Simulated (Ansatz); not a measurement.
# Simulated XPS, UPS and emission spectra of Ca2Al9Ir3, part 2 of 3

What would valence photoemission of Ca2Al9Ir3 look like, and what sets its shape? Spin–orbit coupling is left out of the bands throughout.

Ansatz 0.2.0; DFT, PBEsol, plane-wave PAW, default files, scalar-relativistic (the session's first sound run).

So far: Set-up; Self-consistent run, DOS and bands.

**2. Self-consistent run, DOS and bands (continued)**

Valence density in the ac plane at fractional y = 0.000, with atoms of Ir and Ca and Al within 0.2 Å of it. It is the smooth field of the valence electrons, not physical close to the nuclei.

Values in e/Å³, 13 rows by 16 columns, each cell a mean:
```
5.8 2.7 0.6 0.3 0.1 0.1 0.1 0.2 0.2 0.2 0.1 0.1 0.2 0.3 1.4 4.8
0.6 0.4 0.3 0.2 0.2 0.1 0.1 0.2 0.1 0.1 0.2 0.2 0.1 0.2 0.3 0.5
0.2 0.2 0.2 0.2 0.2 0.2 0.1 0.1 0.2 1.1 3.4 3.4 1.1 0.2 0.1 0.2
0.2 0.2 0.2 0.2 0.2 0.2 0.1 0.1 0.2 1.4 4.5 4.5 1.5 0.2 0.1 0.2
0.4 0.3 0.3 0.2 0.2 0.1 0.2 0.2 0.1 0.2 0.5 0.5 0.2 0.1 0.2 0.3
4.1 1.8 0.5 0.3 0.1 0.1 0.1 0.2 0.2 0.1 0.1 0.1 0.2 0.3 1.0 3.3
8.3 4.2 0.7 0.3 0.2 0.1 0.2 0.2 0.2 0.2 0.1 0.1 0.3 0.4 2.1 7.2
2.3 1.0 0.3 0.2 0.1 0.1 0.1 0.1 0.2 0.1 0.1 0.1 0.2 0.3 0.6 1.8
0.3 0.2 0.1 0.2 0.8 1.3 0.7 0.2 0.1 0.2 0.2 0.2 0.2 0.2 0.3 0.3
0.2 0.1 0.1 0.7 3.9 6.0 3.2 0.5 0.1 0.1 0.1 0.2 0.2 0.2 0.2 0.2
0.2 0.2 0.1 0.3 1.5 2.4 1.2 0.2 0.1 0.1 0.2 0.2 0.2 0.2 0.2 0.2
1.2 0.6 0.2 0.1 0.1 0.1 0.1 0.1 0.2 0.2 0.1 0.1 0.2 0.3 0.5 1.0
7.5 3.7 0.7 0.3 0.2 0.1 0.2 0.2 0.2 0.2 0.1 0.1 0.3 0.4 1.9 6.4
```
Columns run along a (7.5 Å), rows up along c (9.6 Å). Atoms in or near the plane, at fractional coordinates: Ir at (0.00, 0.50), Ir at (0.00, 0.00), Ca at (0.33, 0.25), Ca at (0.67, 0.75), Al at (0.34, 0.57), Al at (0.66, 0.07), Al at (0.66, 0.43), Al at (0.34, 0.93).

Recipe: projected DOS times atomic cross section and asymmetry factor (linear light, 0° from the polarisation), occupied states only, Fermi edge at 20 K, a Lorentzian width of 0.05 eV growing by 0.03 eV per eV of binding energy, and a resolution of 0.1 eV. Curves are cut 10 eV under the photon energy, above any shell that the free atom's threshold puts out of reach, or at the lower edge of the window: 11.2 eV at 21.2 eV, 22.8 eV at 150 eV, 22.8 eV at 1253.6 eV, 22.8 eV at 1486.7 eV and 22.8 eV at 5950 eV. A star in tables and legends marks shells that hold the states left over by the projection (1.9 % of the filled ones), a stand-in for orbitals that the files don't project on. Matrix elements of the solid and inelastic losses aren't modelled, nor non-dipole terms, which matter above 3 keV.

How the area divides among the shells (%):

```csv
shell,21.2 eV,150 eV,1253.6 eV,1486.7 eV,5950 eV
Al 3s,3.5,9.0,5.6,5.3,4.9
Al 3p,1.0,12.5,1.2,1.0,0.2
Ca 3p,0.0,58.7,21.8,18.4,5.6
Ir 6s,0.2,0.4,1.0,1.0,3.1
Ir 5d,92.3,17.8,70.0,74.0,85.6
Ca 3d*,2.3,1.2,0.0,0.0,0.0
```

At the Fermi level the DOS is 9.31 states/eV a cell, and on the broadened curves Al 3p holds 60 % of the total there.

**3. With r²SCAN**

This step: DFT, r2SCAN, plane-wave PAW, default files, scalar-relativistic (Ansatz 0.2.0).

The run is repeated with r²SCAN on the same cell, to see how much the levels hang on the functional.

Contents of input.yaml:

```yaml
crystal:
  lattice:
    - [6.4775, -3.7917, 0.0]
    - [6.4775, 3.7917, 0.0]
    - [0.0, 0.0, 9.6175]
  atoms:
    - { symbol: Ir, position: [0.0, 0.0, 0.5] }
    - { symbol: Ir, position: [0.0, 0.0, 0.0] }
    - { symbol: Ir, position: [0.32879, 0.32879, 0.5] }
    - { symbol: Ir, position: [0.67121, 0.67121, 0.0] }
    - { symbol: Ir, position: [0.67121, 0.67121, 0.5] }
    - { symbol: Ir, position: [0.32879, 0.32879, 0.0] }
    - { symbol: Ca, position: [0.32819, 0.99419, 0.25] }
    - { symbol: Ca, position: [0.67181, 0.00581, 0.75] }
[... 16 atom lines left out ...]
    - { symbol: Al, position: [0.66498, 0.00098, 0.4304] }
    - { symbol: Al, position: [0.33502, 0.99902, 0.9304] }
    - { symbol: Al, position: [0.00098, 0.66498, 0.5696] }
    - { symbol: Al, position: [0.99902, 0.33502, 0.0696] }
kpoints:
  mp_grid: { grid: [6, 6, 4] }
  band_path:
    path:
      - [[0.0, 0.0, 0.0], [0.5, 0.5, 0.0], [0.335663, 0.664337, 0.0]]
      - [[-0.335663, 0.335663, 0.0], [0.0, 0.0, 0.0], [0.0, 0.0, 0.5], [-0.335663, 0.335663, 0.5]]
      - [[0.335663, 0.664337, 0.5], [0.5, 0.5, 0.5], [0.5, 0.5, 0.0]]
      - [[0.0, 0.0, 0.0], [0.0, 0.5, 0.0], [0.0, 0.5, 0.5]]
    npoints: 6
scf:
  occupations: { method: fermi_dirac, width: 0.05 }
  n_extra_bands: 40
hamiltonian:
  xc: r2scan
  pseudopotentials: { kind: paw }
output:
  forces: true
  stress: true
  dos:
    projected:
      site_lists:
        Ir1: [0, 1]
        Ir3: [2, 3, 4, 5]
        Ca7: [6, 7, 8, 9]
        Al11: [10, 11]
        Al13: [12, 13, 14, 15]
        Al17: [16, 17, 18, 19]
        Al21: [20, 21, 22, 23, 24, 25, 26, 27]
    de: 0.05
    e_range: [-28, 12]
    nscf_kmesh: { grid: [8, 8, 6] }
  fatbands: true
```

Run with:

```console
$ ansatz run input.yaml --threads 4 --pin off --max-ram 8192MiB --backend cpu --events-out ev --progress --plain --runs-dir out
```

The job ended after 2.4 min (4 threads of INTEL XEON PLATINUM 8581C at 2.30GHz (Emerald Rapids), shared host; peak memory 4.7 GiB; 9.5 min of CPU time).

This step gave:

| Quantity | Value |
| --- | --- |
| free energy | -88728.9898 eV |
| energy at zero smearing | -88728.9534 eV |
| smearing term TS | 0.07292 eV |
| Fermi energy | 10.97 eV |
| pressure | -0.2169 GPa |
| share of occupied states in no projected shell | 0.0195 of the occupied states in the window |
| DOS at the Fermi level | 8.702 states/eV/cell |

Electronic bands along the path, in eV, zero at the Fermi level; # counts the bands kept:

```csv
point,#55,#56,#57,#58,#59,#60,#61,#62
Γ,-0.29,-0.10,0.26,0.35,0.54,1.71,1.89,1.96
halfway,-0.47,-0.18,-0.17,0.22,0.41,0.43,1.00,1.11
Y,-0.75,-0.71,-0.57,-0.36,-0.26,0.13,0.43,0.73
halfway,-0.76,-0.68,-0.58,-0.37,-0.31,-0.04,0.16,0.43
F0,-0.72,-0.53,-0.49,-0.45,-0.41,-0.36,-0.24,0.15
jump to Δ0,-0.72,-0.53,-0.49,-0.45,-0.41,-0.36,-0.24,0.15
halfway,-0.63,-0.47,0.04,0.08,0.14,0.42,0.96,0.97
Γ,-0.29,-0.10,0.26,0.35,0.54,1.71,1.89,1.96
halfway,-0.47,-0.40,0.43,0.52,0.58,1.43,1.51,1.52
Z,-0.69,-0.69,0.84,0.84,0.95,0.95,1.15,1.15
halfway,-0.55,-0.55,-0.15,-0.15,0.46,0.46,0.84,0.84
B0,-0.66,-0.66,-0.41,-0.41,-0.33,-0.33,0.10,0.10
jump to G0,-0.66,-0.66,-0.41,-0.41,-0.33,-0.33,0.10,0.10
halfway,-0.60,-0.60,-0.24,-0.24,-0.04,-0.04,0.23,0.23
T,-0.61,-0.61,-0.05,-0.05,0.17,0.17,0.34,0.34
halfway,-0.79,-0.50,-0.33,-0.15,-0.04,-0.01,0.41,0.60
Y,-0.75,-0.71,-0.57,-0.36,-0.26,0.13,0.43,0.73
jump to Γ,-0.29,-0.10,0.26,0.35,0.54,1.71,1.89,1.96
halfway,-0.64,-0.42,0.08,0.31,0.45,0.47,1.05,1.13
S,-0.95,-0.74,-0.68,-0.35,-0.26,0.02,0.57,0.87
halfway,-0.78,-0.54,-0.39,-0.24,-0.03,0.01,0.54,0.71
R,-0.66,-0.66,-0.02,-0.02,0.21,0.21,0.41,0.41
```

Of the projections kept (Ir s, Ir d, Ca s, Al s, Al p, not projected), the largest for each band there; the rest of the weight can lie on other orbitals:

```csv
point,#55,#56,#57,#58,#59,#60,#61,#62
Γ,Al p 0.81,Al p 0.76,Al p 0.58,Al p 0.67,Al p 0.70,Al s 0.44,Al p 0.56,Al p 0.62
Y,Al p 0.66,Al p 0.40,Al p 0.64,Al p 0.45,Al p 0.65,Al p 0.58,Al p 0.48,Al p 0.56
F0,Al p 0.62,Al p 0.72,Al p 0.66,Al p 0.68,Al p 0.68,Al p 0.55,Al p 0.39,Al p 0.29
Δ0,Al p 0.62,Al p 0.72,Al p 0.66,Al p 0.68,Al p 0.68,Al p 0.55,Al p 0.39,Al p 0.29
Γ,Al p 0.81,Al p 0.76,Al p 0.58,Al p 0.67,Al p 0.70,Al s 0.44,Al p 0.56,Al p 0.62
Z,Al p 0.51,Al p 0.51,Al p 0.62,Al p 0.62,Al p 0.68,Al p 0.68,Al p 0.56,Al p 0.56
```

The DOS has structure finer than the step of the table below, so its rows give means over 2 eV, whole bins alone (the curve runs from -23.8 to 5.58 eV). Peaks (eV: height): total -22.3: 240, -2.9: 33.0; Ir 5d -4.8: 8.44, -3.3: 18.8, -2.9: 25.1, -2.6: 23.7; Al 3p -3.7: 8.08, -0.8: 9.70, 2.4: 9.61, 2.7: 10.3; Al 3s -6.2: 3.41, -5.0: 4.66, 2.7: 3.92, 3.5: 3.50; Ir 6s 3.5: 1.55, 4.2: 1.37, 4.4: 1.39, 5.0: 1.28.

* holds the states left over by the projection beside any projected weight of its own, shared among the starred shells. DOS against E, zero at the Fermi level; means over each step; 7 of 10 lines; values in states/eV/cell:

```csv
E (eV),total,Ir 5d,Al 3p,Al 3s,Ir 6s,Ir 6p*,Ca 3d*
-22,12.0,0.00575,0.195,0.0276,0.00408,6.8e-4,0
-20,0,0,0,0,0,0,0
-18,0,0,0,0,0,0,0
-16,0,0,0,0,0,0,0
-14,0,0,0,0,0,0,0
-12,0,0,0,0,0,0,0
-10,1.99,0.0291,0.616,0.892,0.326,0.00718,0.00192
-8,4.73,0.245,2.14,1.58,0.560,0.0330,0.00914
-6,8.52,2.02,3.15,2.79,0.288,0.0930,0.0318
-4,18.8,10.7,5.68,1.54,0.425,0.161,0.0817
-2,17.7,10.4,5.26,0.950,0.357,0.386,0.220
0,9.69,2.01,5.71,0.727,0.0845,0.669,0.414
2,9.65,1.43,4.12,1.49,0.164,1.37,0.912
4,15.8,1.31,4.84,2.54,1.02,3.38,2.25
```

The two runs compared:

```csv
quantity,this run,base run,difference
DOS at the Fermi level (states/eV/cell),8.7016,9.3115,-0.610
```

**4. With RPBE**

This step: DFT, RPBE, plane-wave PAW, default files, scalar-relativistic (Ansatz 0.2.0).

The run is repeated with RPBE on the same cell, to see how much the levels hang on the functional.

Changes to input.yaml since step 3:

```diff
@@ -47,3 +47,3 @@
 hamiltonian:
-  xc: r2scan
+  xc: rpbe
   pseudopotentials: { kind: paw }
```

Elapsed: 90 s, on 4 threads; peak memory 3.2 GiB.

This step gave:

- free energy: -88725.1418 eV
- energy at zero smearing: -88725.1036 eV
- smearing term TS: 0.07652 eV
- Fermi energy: 11.12 eV
- pressure: 4.335 GPa
- share of occupied states in no projected shell: 0.0193 of the occupied states in the window
- DOS at the Fermi level: 9.248 states/eV/cell

The electronic bands at the labelled points (eV, zero at the Fermi level; # counts the bands kept):

```csv
point,#55,#56,#57,#58,#59,#60,#61,#62
Γ,-0.24,-0.06,0.22,0.32,0.48,1.49,1.80,1.88
halfway,-0.43,-0.18,-0.15,0.19,0.38,0.42,0.91,1.07
Y,-0.70,-0.67,-0.54,-0.34,-0.25,0.15,0.40,0.68
halfway,-0.71,-0.64,-0.56,-0.34,-0.30,-0.01,0.15,0.39
F0,-0.66,-0.48,-0.43,-0.40,-0.39,-0.35,-0.24,0.11
jump to Δ0,-0.66,-0.48,-0.43,-0.40,-0.39,-0.35,-0.24,0.11
halfway,-0.58,-0.42,0.03,0.07,0.15,0.40,0.86,0.95
Γ,-0.24,-0.06,0.22,0.32,0.48,1.49,1.80,1.88
halfway,-0.42,-0.38,0.40,0.48,0.53,1.24,1.43,1.44
Z,-0.63,-0.63,0.78,0.78,0.89,0.89,1.05,1.05
halfway,-0.50,-0.50,-0.14,-0.14,0.44,0.44,0.78,0.78
B0,-0.62,-0.62,-0.39,-0.39,-0.31,-0.31,0.09,0.09
jump to G0,-0.62,-0.62,-0.39,-0.39,-0.31,-0.31,0.09,0.09
halfway,-0.55,-0.55,-0.23,-0.23,-0.04,-0.04,0.22,0.22
T,-0.57,-0.57,-0.04,-0.04,0.17,0.17,0.31,0.31
halfway,-0.74,-0.46,-0.31,-0.15,-0.04,0.01,0.39,0.56
Y,-0.70,-0.67,-0.54,-0.34,-0.25,0.15,0.40,0.68
jump to Γ,-0.24,-0.06,0.22,0.32,0.48,1.49,1.80,1.88
halfway,-0.59,-0.37,0.07,0.29,0.42,0.46,0.94,1.08
S,-0.90,-0.68,-0.65,-0.34,-0.23,0.04,0.53,0.80
halfway,-0.73,-0.50,-0.37,-0.22,-0.04,0.02,0.50,0.66
R,-0.62,-0.62,-0.01,-0.01,0.20,0.20,0.38,0.38
```

Of the projections kept (Ir s, Ir d, Ca s, Al s, Al p, not projected), the largest for each band there; the rest of the weight can lie on other orbitals:

```csv
point,#55,#56,#57,#58,#59,#60,#61,#62
Γ,Al p 0.81,Al p 0.76,Al p 0.57,Al p 0.66,Al p 0.70,Al s 0.45,Al p 0.53,Al p 0.61
Y,Al p 0.67,Al p 0.39,Al p 0.64,Al p 0.44,Al p 0.65,Al p 0.58,Al p 0.47,Al p 0.56
F0,Al p 0.62,Al p 0.72,Al p 0.66,Al p 0.68,Al p 0.68,Al p 0.55,Al p 0.39,Al p 0.29
Δ0,Al p 0.62,Al p 0.72,Al p 0.66,Al p 0.68,Al p 0.68,Al p 0.55,Al p 0.39,Al p 0.29
Γ,Al p 0.81,Al p 0.76,Al p 0.57,Al p 0.66,Al p 0.70,Al s 0.45,Al p 0.53,Al p 0.61
Z,Al p 0.52,Al p 0.52,Al p 0.60,Al p 0.60,Al p 0.67,Al p 0.67,Al p 0.56,Al p 0.56
```

Side by side:

```csv
quantity,this run,base run,difference
DOS at the Fermi level (states/eV/cell),9.2475,9.3115,-0.0640
```

Of the bands kept, 5 cross the Fermi level on this path.

**5. Norm-conserving files**

This step: DFT, PBEsol, plane waves, norm-conserving files, scalar-relativistic (Ansatz 0.2.0).

Norm-conserving files need a higher cutoff and test the potentials from another side.

Changes to input.yaml since step 4:

```diff
@@ -47,4 +47,4 @@
 hamiltonian:
-  xc: rpbe
-  pseudopotentials: { kind: paw }
+  xc: pbesol
+  pseudopotentials: { kind: nc }
 output:
```

The job ended after 6 min (4 threads; peak memory 7.3 GiB; 22 min of CPU time).

Numbers from this step:

| Property | Result |
| --- | --- |
| free energy | -24116.9306 eV |
| energy at zero smearing | -24116.8923 eV |
| smearing term TS | 0.07664 eV |
| Fermi energy | 10.93 eV |
| pressure | -1.273 GPa |
| share of occupied states in no projected shell | 0.0187 of the occupied states in the window |
| DOS at the Fermi level | 9.289 states/eV/cell |

Electronic bands along the path, in eV, zero at the Fermi level; # counts the bands kept:

```csv
point,#55,#56,#57,#58,#59,#60,#61,#62
Γ,-0.25,-0.06,0.22,0.30,0.47,1.45,1.79,1.89
halfway,-0.43,-0.17,-0.15,0.19,0.38,0.42,0.89,1.07
Y,-0.69,-0.67,-0.54,-0.35,-0.25,0.15,0.40,0.68
halfway,-0.70,-0.64,-0.55,-0.34,-0.29,-0.01,0.15,0.39
F0,-0.65,-0.47,-0.43,-0.40,-0.39,-0.35,-0.24,0.10
jump to Δ0,-0.65,-0.47,-0.43,-0.40,-0.39,-0.35,-0.24,0.10
halfway,-0.57,-0.42,0.03,0.07,0.15,0.40,0.84,0.95
Γ,-0.25,-0.06,0.22,0.30,0.47,1.45,1.79,1.89
halfway,-0.42,-0.37,0.39,0.47,0.52,1.21,1.42,1.43
Z,-0.61,-0.61,0.77,0.77,0.88,0.88,1.04,1.04
halfway,-0.50,-0.50,-0.15,-0.15,0.44,0.44,0.77,0.77
B0,-0.61,-0.61,-0.39,-0.39,-0.31,-0.31,0.08,0.08
jump to G0,-0.61,-0.61,-0.39,-0.39,-0.31,-0.31,0.08,0.08
halfway,-0.55,-0.55,-0.22,-0.22,-0.03,-0.03,0.22,0.22
T,-0.57,-0.57,-0.04,-0.04,0.17,0.17,0.31,0.31
halfway,-0.73,-0.46,-0.31,-0.15,-0.04,0.01,0.39,0.55
Y,-0.69,-0.67,-0.54,-0.35,-0.25,0.15,0.40,0.68
jump to Γ,-0.25,-0.06,0.22,0.30,0.47,1.45,1.79,1.89
halfway,-0.58,-0.37,0.06,0.29,0.43,0.46,0.92,1.08
S,-0.89,-0.69,-0.65,-0.33,-0.23,0.04,0.52,0.80
halfway,-0.73,-0.50,-0.37,-0.22,-0.04,0.03,0.50,0.66
R,-0.61,-0.61,-0.01,-0.01,0.20,0.20,0.37,0.37
```

Of the projections kept (Ir s, Ir d, Ca s, Al s, Al p, not projected), the largest for each band there; the rest of the weight can lie on other orbitals:

```csv
point,#55,#56,#57,#58,#59,#60,#61,#62
Γ,Al p 0.81,Al p 0.76,Al p 0.57,Al p 0.66,Al p 0.69,Al s 0.45,Al p 0.52,Al p 0.60
Y,Al p 0.67,Al p 0.39,Al p 0.64,Al p 0.44,Al p 0.65,Al p 0.58,Al p 0.46,Al p 0.56
F0,Al p 0.62,Al p 0.73,Al p 0.66,Al p 0.68,Al p 0.69,Al p 0.54,Al p 0.39,Al s 0.28
Δ0,Al p 0.62,Al p 0.73,Al p 0.66,Al p 0.68,Al p 0.69,Al p 0.54,Al p 0.39,Al s 0.28
Γ,Al p 0.81,Al p 0.76,Al p 0.57,Al p 0.66,Al p 0.69,Al s 0.45,Al p 0.52,Al p 0.60
Z,Al p 0.52,Al p 0.52,Al p 0.60,Al p 0.60,Al p 0.67,Al p 0.67,Al p 0.56,Al p 0.56
```

The DOS has structure finer than the step of the table below, so its rows give means over 1 eV, whole bins alone (the curve runs from -22.8 to 5.12 eV). Peaks (eV: height): total -21.3: 240, -2.8: 33.7; Ir 5d -3.1: 19.7, -2.7: 25.6, -2.5: 24.8, 2.1: 4.31; Al 3p -1.4: 8.82, -0.8: 9.97, 2.1: 9.55, 2.4: 10.3; Al 3s -5.9: 3.47, -5.6: 3.90, -4.8: 5.18, 2.4: 4.33; Ir 6s 3.2: 1.34, 3.8: 1.30, 4.0: 1.35, 4.6: 1.27.

* holds the states left over by the projection beside any projected weight of its own, shared among the starred shells. Table of DOS by E, zero at the Fermi level; means over each step; 7 of 10 lines; values in states/eV/cell:

```csv
E (eV),total,Ir 5d,Al 3p,Al 3s,Ir 6s,Ir 6p*,Ca 4s
-22,0,0,0,0,0,0,0
-21,24.0,0.0114,0.392,0.0563,0.00916,0.00121,0.00307
-20,0,0,0,0,0,0,0
-19,0,0,0,0,0,0,0
-18,0,0,0,0,0,0,0
-17,0,0,0,0,0,0,0
-16,0,0,0,0,0,0,0
-15,0,0,0,0,0,0,0
-14,0,0,0,0,0,0,0
-13,0,0,0,0,0,0,0
-12,0,0,0,0,0,0,0
-11,0,0,0,0,0,0,0
-10,0.966,0.00937,0.175,0.467,0.199,0.00231,0.111
-9,3.06,0.0508,1.02,1.33,0.500,0.0115,0.123
-8,4.56,0.150,1.91,1.60,0.669,0.0239,0.174
-7,5.78,0.441,2.55,1.98,0.585,0.0390,0.128
-6,7.97,1.34,3.08,2.98,0.295,0.0739,0.149
-5,12.6,4.43,3.87,3.55,0.337,0.107,0.219
-4,16.8,8.71,5.88,1.32,0.463,0.107,0.251
-3,26.6,18.6,5.62,1.07,0.619,0.279,0.152
-2,16.6,10.1,4.45,0.952,0.397,0.329,0.0825
-1,15.5,4.44,8.63,1.24,0.181,0.581,0.0970
0,10.2,1.97,6.11,0.758,0.0881,0.751,0.0627
1,3.19,0.424,1.68,0.332,0.0233,0.425,0.0277
2,13.3,2.16,5.41,2.17,0.227,1.86,0.273
3,16.7,1.82,6.17,3.08,0.748,2.63,0.510
4,17.5,1.34,5.03,2.58,1.14,4.12,0.511
```

[end of part 2 of 3]

[Logs are printed without paths, hosts, clocks, repeated set-up lines and the standing remarks that a program may print on its own settings, such as how far it seeks lower states.]

[Hosts, paths, dates, database ids (printed as entryN), source tags and the programs' standing remarks are cut or masked in the printed files.]

[Maps of the electrostatic potential energy from Ansatz leave out the sawtooth potential of an applied field or a dipole correction, so their vacuum need not be flat; work functions include it.]

[Peak lists hold at most the 14 tallest peaks of each spectrum; further lines can be left out.]
